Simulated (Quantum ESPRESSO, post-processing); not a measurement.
# WSi2N4, 1 layer: a series in biaxial strain, part 7 of 7

What law, if any, do the results for WSi2N4, 1 layer follow against biaxial strain?

Quantum ESPRESSO 7.5; plane-wave DFT, PBE, GBRV ultrasoft pseudopotentials.

So far. Step 7 (Relaxation with pw.x, -3 %): The relaxation lowers the energy by 7 meV an atom. Step 9 (Relaxing the ions, 3 %): The relaxation lowers the energy by 4 meV an atom.

**11. Relaxation with pw.x, 4 %**

m8.relax.in

```
&control
  prefix = 'm8.relax'
  outdir = './out'
  pseudo_dir = './pseudo'
  nstep = 40
  forc_conv_thr = 0.0003
  calculation = 'relax'
  tstress = .true.
/
&system
  ibrav = 0
  nat = 7
  ntyp = 3
  ecutwfc = 50
  ecutrho = 250
  occupations = 'smearing'
  smearing = 'fd'
  degauss = 0.002
/
&electrons
  conv_thr = 1e-09
  mixing_beta = 0.4
  electron_maxstep = 120
  mixing_mode = 'plain'
/
&ions
/
ATOMIC_SPECIES
  N   14.0070  n_pbe_v1.2.uspp.F.UPF
  Si  28.0850  si_pbe_v1.uspp.F.UPF
  W   183.8400  w_pbe_v1.2.uspp.F.UPF
CELL_PARAMETERS angstrom
  3.02192216352000 0.00000000000000 0.00000000000000
  -1.51096108176000 2.61706136224000 0.00000000000000
  0.00000000000000 0.00000000000000 22.10102208300000
ATOMIC_POSITIONS crystal
  N   0.000000000000 0.000000000000 0.339498739000
  Si  0.333333333300 0.666666666700 0.362981816700
  N   0.333333333300 0.666666666700 0.442585811300
  W   0.000000000000 0.000000000000 0.500000000000
  N   0.333333333300 0.666666666700 0.557414188700
  Si  0.333333333300 0.666666666700 0.637018183300
  N   0.000000000000 0.000000000000 0.660501261000
K_POINTS automatic
  12 12 1 0 0 0
```

The run is started by

```
$ OMP_NUM_THREADS=1 mpirun -n 4 pw.x -nk 4 -in m8.relax.in > m8.relax.out
```

Log:

```text
[banner, memory and clock lines left out]
Program PWSCF v.7.5 starts
[...]
Message from routine setup:
[...]
number of electrons       =        42.00
     number of Kohn-Sham states=           25
     kinetic-energy cutoff     =      50.0000  Ry
     charge density cutoff     =     250.0000  Ry
[...]
number of k points=    19  Fermi-Dirac smearing, width (Ry)=  0.0020
[...]
Dense  grid:    78685 G-vectors     FFT dimensions: (  30,  30, 216)
[...]
negative rho (up, down):  6.044E-02 0.000E+00
     Starting wfcs are   37 randomized atomic wfcs
[...]
negative rho (up, down):  6.171E-02 0.000E+00
[...]
estimated scf accuracy    <       1.97178171 Ry
[...]
negative rho (up, down):  6.376E-02 0.000E+00
[...]
estimated scf accuracy    <       0.48837499 Ry
[...]
negative rho (up, down):  6.430E-02 0.000E+00
[...]
estimated scf accuracy    <       0.13304993 Ry
[...]
negative rho (up, down):  6.543E-02 0.000E+00
[...]
estimated scf accuracy    <       0.01281368 Ry
[...]
negative rho (up, down):  6.594E-02 0.000E+00
[...]
estimated scf accuracy    <       0.00468053 Ry
[...]
negative rho (up, down):  6.596E-02 0.000E+00
[...]
estimated scf accuracy    <       0.00075332 Ry
[...]
negative rho (up, down):  6.592E-02 0.000E+00
[...]
estimated scf accuracy    <       0.00006405 Ry
[...]
negative rho (up, down):  6.591E-02 0.000E+00
[...]
estimated scf accuracy    <       0.00001977 Ry
[...]
negative rho (up, down):  6.589E-02 0.000E+00
[...]
estimated scf accuracy    <       0.00000152 Ry
[...]
negative rho (up, down):  6.589E-02 0.000E+00
[...]
estimated scf accuracy    <       0.00000044 Ry
[...]
negative rho (up, down):  6.588E-02 0.000E+00
[...]
estimated scf accuracy    <       0.00000003 Ry
[...]
negative rho (up, down):  6.588E-02 0.000E+00
[...]
estimated scf accuracy    <          6.2E-09 Ry
[...]
negative rho (up, down):  6.588E-02 0.000E+00
[...]
estimated scf accuracy    <          1.2E-09 Ry
[...]
negative rho (up, down):  6.588E-02 0.000E+00
[...]
the Fermi energy is     2.7955 ev
!    total energy              =    -259.33112600 Ry
     estimated scf accuracy    <          8.2E-11 Ry
     smearing contrib. (-TS)   =      -0.00000000 Ry
     internal energy E=F+TS    =    -259.33112600 Ry
[...]
one-electron contribution =   -2278.46929844 Ry
     hartree contribution      =    1147.44457825 Ry
     xc contribution           =     -71.53186076 Ry
     ewald contribution        =     943.22545494 Ry
     convergence has been achieved in  14 iterations
     negative rho (up, down):  6.588E-02 0.000E+00
[...]
Total force =     0.065264     Total SCF correction =     0.000019
[...]
negative rho (up, down):  6.588E-02 0.000E+00
[...]
negative rho (up, down):  6.588E-02 0.000E+00
[...]
negative rho (up, down):  6.589E-02 0.000E+00
[...]
estimated scf accuracy    <       0.00380332 Ry
[...]
negative rho (up, down):  6.584E-02 0.000E+00
[...]
estimated scf accuracy    <       0.00322159 Ry
[...]
negative rho (up, down):  6.584E-02 0.000E+00
[...]
estimated scf accuracy    <       0.00003724 Ry
[...]
negative rho (up, down):  6.584E-02 0.000E+00
[...]
estimated scf accuracy    <       0.00001904 Ry
[...]
negative rho (up, down):  6.584E-02 0.000E+00
[...]
estimated scf accuracy    <       0.00000351 Ry
[...]
negative rho (up, down):  6.584E-02 0.000E+00
[...]
estimated scf accuracy    <       0.00000045 Ry
[...]
negative rho (up, down):  6.585E-02 0.000E+00
[...]
estimated scf accuracy    <       0.00000044 Ry
[...]
negative rho (up, down):  6.585E-02 0.000E+00
[...]
estimated scf accuracy    <       0.00000006 Ry
[...]
negative rho (up, down):  6.585E-02 0.000E+00
[...]
estimated scf accuracy    <          7.5E-09 Ry
[...]
negative rho (up, down):  6.585E-02 0.000E+00
[...]
the Fermi energy is     3.0926 ev
!    total energy              =    -259.33298831 Ry
     estimated scf accuracy    <          6.6E-10 Ry
     smearing contrib. (-TS)   =      -0.00000000 Ry
     internal energy E=F+TS    =    -259.33298831 Ry
[...]
one-electron contribution =   -2283.43258073 Ry
     hartree contribution      =    1150.20113451 Ry
     xc contribution           =     -71.54285796 Ry
     ewald contribution        =     945.44131587 Ry
     convergence has been achieved in  10 iterations
     negative rho (up, down):  6.585E-02 0.000E+00
[...]
Total force =     0.022478     Total SCF correction =     0.000058
[...]
negative rho (up, down):  6.585E-02 0.000E+00
[...]
negative rho (up, down):  6.585E-02 0.000E+00
[...]
negative rho (up, down):  6.584E-02 0.000E+00
[...]
estimated scf accuracy    <       0.00006411 Ry
[...]
negative rho (up, down):  6.585E-02 0.000E+00
[...]
estimated scf accuracy    <       0.00004891 Ry
[...]
negative rho (up, down):  6.585E-02 0.000E+00
[...]
estimated scf accuracy    <       0.00000318 Ry
[...]
negative rho (up, down):  6.585E-02 0.000E+00
[...]
estimated scf accuracy    <       0.00000104 Ry
[...]
negative rho (up, down):  6.585E-02 0.000E+00
[...]
estimated scf accuracy    <       0.00000009 Ry
[...]
negative rho (up, down):  6.585E-02 0.000E+00
[...]
estimated scf accuracy    <       0.00000004 Ry
[...]
negative rho (up, down):  6.585E-02 0.000E+00
[...]
estimated scf accuracy    <          1.1E-09 Ry
[...]
negative rho (up, down):  6.585E-02 0.000E+00
[...]
estimated scf accuracy    <          2.4E-09 Ry
[...]
negative rho (up, down):  6.585E-02 0.000E+00
[...]
estimated scf accuracy    <          3.9E-10 Ry
[...]
negative rho (up, down):  6.585E-02 0.000E+00
[...]
the Fermi energy is     3.0825 ev
!    total energy              =    -259.33335860 Ry
     estimated scf accuracy    <          6.2E-12 Ry
     smearing contrib. (-TS)   =      -0.00000000 Ry
     internal energy E=F+TS    =    -259.33335860 Ry
[...]
one-electron contribution =   -2286.41920162 Ry
     hartree contribution      =    1151.67733170 Ry
     xc contribution           =     -71.55030335 Ry
     ewald contribution        =     946.95881467 Ry
     convergence has been achieved in  10 iterations
     negative rho (up, down):  6.585E-02 0.000E+00
[...]
Total force =     0.017038     Total SCF correction =     0.000003
[...]
negative rho (up, down):  6.585E-02 0.000E+00
[...]
estimated scf accuracy    <          3.3E-09 Ry
[...]
negative rho (up, down):  6.585E-02 0.000E+00
[...]
estimated scf accuracy    <          6.1E-10 Ry
[...]
negative rho (up, down):  6.585E-02 0.000E+00
[...]
estimated scf accuracy    <          1.4E-10 Ry
[...]
negative rho (up, down):  6.585E-02 0.000E+00
[...]
the Fermi energy is     3.1080 ev
!    total energy              =    -259.33403470 Ry
     estimated scf accuracy    <          1.5E-11 Ry
     smearing contrib. (-TS)   =      -0.00000000 Ry
     internal energy E=F+TS    =    -259.33403470 Ry
[...]
one-electron contribution =   -2295.11928078 Ry
     hartree contribution      =    1156.02768540 Ry
     xc contribution           =     -71.57128409 Ry
     ewald contribution        =     951.32884477 Ry
     convergence has been achieved in  10 iterations
     negative rho (up, down):  6.585E-02 0.000E+00
[...]
Total force =     0.011148     Total SCF correction =     0.000010
[...]
negative rho (up, down):  6.585E-02 0.000E+00
[...]
negative rho (up, down):  6.586E-02 0.000E+00
[...]
negative rho (up, down):  6.584E-02 0.000E+00
[...]
estimated scf accuracy    <       0.00016779 Ry
[...]
negative rho (up, down):  6.584E-02 0.000E+00
[...]
estimated scf accuracy    <       0.00003319 Ry
[...]
negative rho (up, down):  6.584E-02 0.000E+00
[...]
estimated scf accuracy    <       0.00001016 Ry
[...]
negative rho (up, down):  6.585E-02 0.000E+00
[...]
estimated scf accuracy    <       0.00000188 Ry
[...]
negative rho (up, down):  6.585E-02 0.000E+00
[...]
estimated scf accuracy    <       0.00000016 Ry
[...]
negative rho (up, down):  6.585E-02 0.000E+00
[...]
estimated scf accuracy    <       0.00000002 Ry
[...]
negative rho (up, down):  6.585E-02 0.000E+00
[...]
estimated scf accuracy    <          2.5E-09 Ry
[...]
negative rho (up, down):  6.585E-02 0.000E+00
[...]
estimated scf accuracy    <          1.3E-09 Ry
[...]
negative rho (up, down):  6.585E-02 0.000E+00
[...]
estimated scf accuracy    <          8.0E-10 Ry
[...]
negative rho (up, down):  6.585E-02 0.000E+00
[...]
the Fermi energy is     3.1319 ev
!    total energy              =    -259.33442788 Ry
     estimated scf accuracy    <          3.7E-12 Ry
     smearing contrib. (-TS)   =      -0.00000000 Ry
     internal energy E=F+TS    =    -259.33442788 Ry
[...]
one-electron contribution =   -2303.31617737 Ry
     hartree contribution      =    1160.13159697 Ry
     xc contribution           =     -71.59074410 Ry
     ewald contribution        =     955.44089662 Ry
     convergence has been achieved in  10 iterations
     negative rho (up, down):  6.585E-02 0.000E+00
[...]
Total force =     0.006752     Total SCF correction =     0.000005
[...]
negative rho (up, down):  6.585E-02 0.000E+00
[...]
negative rho (up, down):  6.586E-02 0.000E+00
[...]
negative rho (up, down):  6.584E-02 0.000E+00
[...]
estimated scf accuracy    <       0.00029970 Ry
[...]
negative rho (up, down):  6.584E-02 0.000E+00
[...]
estimated scf accuracy    <       0.00004862 Ry
[...]
negative rho (up, down):  6.584E-02 0.000E+00
[...]
estimated scf accuracy    <       0.00000962 Ry
[...]
negative rho (up, down):  6.584E-02 0.000E+00
[...]
estimated scf accuracy    <       0.00000228 Ry
[...]
negative rho (up, down):  6.585E-02 0.000E+00
[...]
estimated scf accuracy    <       0.00000034 Ry
[...]
negative rho (up, down):  6.585E-02 0.000E+00
[...]
estimated scf accuracy    <       0.00000004 Ry
[...]
negative rho (up, down):  6.585E-02 0.000E+00
[...]
estimated scf accuracy    <          3.2E-09 Ry
[...]
negative rho (up, down):  6.585E-02 0.000E+00
[...]
estimated scf accuracy    <          1.5E-09 Ry
[...]
negative rho (up, down):  6.585E-02 0.000E+00
[...]
estimated scf accuracy    <          1.4E-09 Ry
[...]
negative rho (up, down):  6.585E-02 0.000E+00
[...]
estimated scf accuracy    <          4.1E-11 Ry
[...]
negative rho (up, down):  6.585E-02 0.000E+00
[...]
the Fermi energy is     3.1623 ev
!    total energy              =    -259.33462249 Ry
     estimated scf accuracy    <          9.1E-12 Ry
     smearing contrib. (-TS)   =      -0.00000000 Ry
     internal energy E=F+TS    =    -259.33462249 Ry
[...]
one-electron contribution =   -2314.42910338 Ry
     hartree contribution      =    1165.69625232 Ry
     xc contribution           =     -71.61691387 Ry
     ewald contribution        =     961.01514244 Ry
     convergence has been achieved in  11 iterations
     negative rho (up, down):  6.585E-02 0.000E+00
[...]
Total force =     0.002079     Total SCF correction =     0.000010
[...]
negative rho (up, down):  6.585E-02 0.000E+00
[...]
negative rho (up, down):  6.585E-02 0.000E+00
[...]
negative rho (up, down):  6.585E-02 0.000E+00
[...]
estimated scf accuracy    <       0.00000074 Ry
[...]
negative rho (up, down):  6.585E-02 0.000E+00
[...]
estimated scf accuracy    <       0.00000028 Ry
[...]
negative rho (up, down):  6.585E-02 0.000E+00
[...]
estimated scf accuracy    <       0.00000002 Ry
[...]
negative rho (up, down):  6.585E-02 0.000E+00
[...]
estimated scf accuracy    <          2.9E-09 Ry
[...]
negative rho (up, down):  6.585E-02 0.000E+00
[...]
estimated scf accuracy    <          3.0E-10 Ry
[...]
negative rho (up, down):  6.585E-02 0.000E+00
[...]
estimated scf accuracy    <          5.8E-11 Ry
[...]
negative rho (up, down):  6.585E-02 0.000E+00
[...]
estimated scf accuracy    <          2.2E-11 Ry
[...]
negative rho (up, down):  6.585E-02 0.000E+00
[...]
the Fermi energy is     3.1615 ev
!    total energy              =    -259.33462459 Ry
     estimated scf accuracy    <          1.1E-12 Ry
     smearing contrib. (-TS)   =      -0.00000000 Ry
     internal energy E=F+TS    =    -259.33462459 Ry
[...]
one-electron contribution =   -2314.40706079 Ry
     hartree contribution      =    1165.68496577 Ry
     xc contribution           =     -71.61671911 Ry
     ewald contribution        =     961.00418954 Ry
     convergence has been achieved in   8 iterations
     negative rho (up, down):  6.585E-02 0.000E+00
[...]
Total force =     0.000937     Total SCF correction =     0.000003
[...]
negative rho (up, down):  6.585E-02 0.000E+00
[...]
negative rho (up, down):  6.585E-02 0.000E+00
[...]
negative rho (up, down):  6.585E-02 0.000E+00
[...]
estimated scf accuracy    <       0.00000052 Ry
[...]
negative rho (up, down):  6.585E-02 0.000E+00
[...]
estimated scf accuracy    <       0.00000014 Ry
[...]
negative rho (up, down):  6.585E-02 0.000E+00
[...]
estimated scf accuracy    <       0.00000002 Ry
[...]
negative rho (up, down):  6.585E-02 0.000E+00
[...]
estimated scf accuracy    <          2.1E-09 Ry
[...]
negative rho (up, down):  6.585E-02 0.000E+00
[...]
estimated scf accuracy    <          2.5E-10 Ry
[...]
negative rho (up, down):  6.585E-02 0.000E+00
[...]
estimated scf accuracy    <          3.5E-11 Ry
[...]
negative rho (up, down):  6.585E-02 0.000E+00
[...]
the Fermi energy is     3.1604 ev
!    total energy              =    -259.33462519 Ry
     estimated scf accuracy    <          8.3E-12 Ry
     smearing contrib. (-TS)   =      -0.00000000 Ry
     internal energy E=F+TS    =    -259.33462519 Ry
[...]
one-electron contribution =   -2314.42671079 Ry
     hartree contribution      =    1165.69377469 Ry
     xc contribution           =     -71.61663370 Ry
     ewald contribution        =     961.01494461 Ry
     convergence has been achieved in   7 iterations
     negative rho (up, down):  6.585E-02 0.000E+00
[...]
Total force =     0.000058     Total SCF correction =     0.000003
[...]
negative rho (up, down):  6.585E-02 0.000E+00
[...]
```

Wall time 2.8 min (4 MPI ranks of Intel Xeon Platinum 8375C at 2.90GHz (Ice Lake), shared host); peak memory 0.97 GiB; 11 min of CPU time.

Relaxation path:

```tsv
step	energy less that of the first step (eV)	largest force (eV/Å)
1	0.0000	0.8469
2	-0.0253	0.3065
3	-0.0304	0.2241
4	-0.0345	0.1926
5	-0.0396	0.1445
6	-0.0449	0.0749
7	-0.0476	0.0359
8	-0.0476	0.0160
9	-0.0476	0.0009
```

The atoms that moved most (Å):

```tsv
atom	dx	dy	dz	length
N7	0.000	0.000	-0.063	0.063
N1	0.000	0.000	0.063	0.063
N5	0.000	0.000	-0.032	0.032
N3	0.000	0.000	0.032	0.032
Si6	0.000	0.000	-0.024	0.024
Si2	0.000	0.000	0.024	0.024
```

The relaxation lowers the energy by 7 meV an atom.

Numbers from this step:

```
free energy  : -3528.4273 eV
Fermi energy : 3.160 eV
```

**12. Ground state, 4 %**

m8.scf.in

```
&control
  prefix = 'm8.scf'
  outdir = './out'
  pseudo_dir = './pseudo'
  calculation = 'scf'
  tprnfor = .true.
/
&system
  ibrav = 0
  nat = 7
  ntyp = 3
  ecutwfc = 40
  ecutrho = 200
  occupations = 'smearing'
  smearing = 'fd'
  degauss = 0.002
  nbnd = 25
/
&electrons
  conv_thr = 1e-09
  mixing_beta = 0.4
  electron_maxstep = 120
  mixing_mode = 'plain'
/
ATOMIC_SPECIES
  N   14.0070  n_pbe_v1.2.uspp.F.UPF
  Si  28.0850  si_pbe_v1.uspp.F.UPF
  W   183.8400  w_pbe_v1.2.uspp.F.UPF
CELL_PARAMETERS angstrom
  3.02192216352000 0.00000000000000 0.00000000000000
  -1.51096108176000 2.61706136224000 0.00000000000000
  0.00000000000000 0.00000000000000 22.10102208300000
ATOMIC_POSITIONS crystal
  N   0.000000000000 0.000000000000 0.342345716100
  Si  0.333333333300 0.666666666700 0.364061352700
  N   0.333333333300 0.666666666700 0.444015699000
  W   0.000000000000 0.000000000000 0.500000000000
  N   0.333333333300 0.666666666700 0.555984301000
  Si  0.333333333300 0.666666666700 0.635938647300
  N   0.000000000000 0.000000000000 0.657654283900
K_POINTS automatic
  12 12 1 0 0 0
```

The run is started by

```
$ OMP_NUM_THREADS=1 mpirun -n 4 pw.x -nk 4 -in m8.scf.in > m8.scf.out
```

Log:

```text
[banner, memory and clock lines left out]
Program PWSCF v.7.5 starts
[...]
Message from routine setup:
[...]
number of electrons       =        42.00
     number of Kohn-Sham states=           25
     kinetic-energy cutoff     =      40.0000  Ry
     charge density cutoff     =     200.0000  Ry
[...]
number of k points=    19  Fermi-Dirac smearing, width (Ry)=  0.0020
[...]
Dense  grid:    56151 G-vectors     FFT dimensions: (  25,  25, 192)
[...]
negative rho (up, down):  6.695E-02 0.000E+00
     Starting wfcs are   37 randomized atomic wfcs
[...]
negative rho (up, down):  6.749E-02 0.000E+00
[...]
estimated scf accuracy    <       1.98727969 Ry
[...]
negative rho (up, down):  6.911E-02 0.000E+00
[...]
estimated scf accuracy    <       0.35386517 Ry
[...]
negative rho (up, down):  6.937E-02 0.000E+00
[...]
estimated scf accuracy    <       0.09893409 Ry
[...]
negative rho (up, down):  7.003E-02 0.000E+00
[...]
estimated scf accuracy    <       0.01175531 Ry
[...]
negative rho (up, down):  7.043E-02 0.000E+00
[...]
estimated scf accuracy    <       0.00283247 Ry
[...]
negative rho (up, down):  7.047E-02 0.000E+00
[...]
estimated scf accuracy    <       0.00056793 Ry
[...]
negative rho (up, down):  7.044E-02 0.000E+00
[...]
estimated scf accuracy    <       0.00004511 Ry
[...]
negative rho (up, down):  7.044E-02 0.000E+00
[...]
estimated scf accuracy    <       0.00002029 Ry
[...]
negative rho (up, down):  7.042E-02 0.000E+00
[...]
estimated scf accuracy    <       0.00000144 Ry
[...]
negative rho (up, down):  7.042E-02 0.000E+00
[...]
estimated scf accuracy    <       0.00000043 Ry
[...]
negative rho (up, down):  7.042E-02 0.000E+00
[...]
estimated scf accuracy    <       0.00000005 Ry
[...]
negative rho (up, down):  7.042E-02 0.000E+00
[...]
estimated scf accuracy    <       0.00000002 Ry
[...]
negative rho (up, down):  7.042E-02 0.000E+00
[...]
the Fermi energy is     3.3225 ev
!    total energy              =    -259.32883099 Ry
     estimated scf accuracy    <          5.6E-10 Ry
     smearing contrib. (-TS)   =      -0.00000000 Ry
     internal energy E=F+TS    =    -259.32883099 Ry
[...]
one-electron contribution =   -2314.40934771 Ry
     hartree contribution      =    1165.68275978 Ry
     xc contribution           =     -71.61718759 Ry
     ewald contribution        =     961.01494454 Ry
     convergence has been achieved in  13 iterations
     negative rho (up, down):  7.042E-02 0.000E+00
[...]
Total force =     0.000240     Total SCF correction =     0.000063
[...]
```

The job ended after 18 s (4 MPI ranks; peak memory 0.75 GiB; 72 s of CPU time).

Numbers from this step:

* free energy: -3528.3485 eV
* Fermi energy: 3.322 eV
* valence top, on the run's zero: 2.319 eV
* conduction bottom, on the run's zero: 3.956 eV
* gap by band count: 1.636 eV

**13. The series side by side**

The series in one table, energies over the lowest:

```tsv
biaxial strain	energy (eV)	gap along the path (eV)	upper vacuum level over the valence top of the mesh (eV)	lower vacuum level over that top (eV)
-4 %	0.5806	2.852	5.883	5.883
-3 %	0.3218	2.825	5.794	5.794
-2 %	0.1417	2.672	5.614	5.614
-1 %	0.0359	2.527	5.459	5.459
0 %	0.0000	2.394	5.33	5.33
1 %	0.0296	2.196	5.228	5.228
2 %	0.1205	1.987	5.149	5.149
3 %	0.2686	1.801	5.095	5.095
4 %	0.4700	1.636	5.062	5.062
```

**14. The arithmetic**

A parabola through the energies within ±2 % has E = 327.81 eV × ε² -0.486 eV × ε; for the curvature, over A = 7.312 Å² this is 327.81 × 1/7.312 × 16.02 = 718 N/m.

**15. Results**

| Quantity | Value |
| --- | --- |
| C11 + C12 | 718 N/m |
| gap along the path, at -4 % and at 4 % | 2.85, 1.64 eV |
| upper vacuum level over the valence top of the mesh, at -4 % and at 4 % | 5.88, 5.06 eV |
| lower vacuum level over that top, at -4 % and at 4 % | 5.88, 5.06 eV |

**Reading.** The series holds 9 members; C11 + C12: 718 N/m (PBE, GBRV ultrasoft). The energy is lowest near zero strain. From -4 % to 4 % the gap along the path falls from 2.85 to 1.64 eV. From -4 % to 4 % the upper vacuum level over the valence top of the mesh falls from 5.88 to 5.06 eV. From -4 % to 4 % the lower vacuum level over that top falls from 5.88 to 5.06 eV. Semilocal gaps are too small; the 1×1 cell can't ripple over many cells under compression as a free sheet would. No spin-orbit coupling.

[Logs are printed without paths, hosts, clocks, repeated set-up lines and the standing remarks that a program may print on its own settings, such as how far it seeks lower states.]

[Hosts, paths, dates, database ids (printed as entryN), source tags and the programs' standing remarks are cut or masked in the printed files.]

[Maps of the electrostatic potential energy from Ansatz leave out the sawtooth potential of an applied field or a dipole correction, so their vacuum need not be flat; planar profiles and work functions include it.]
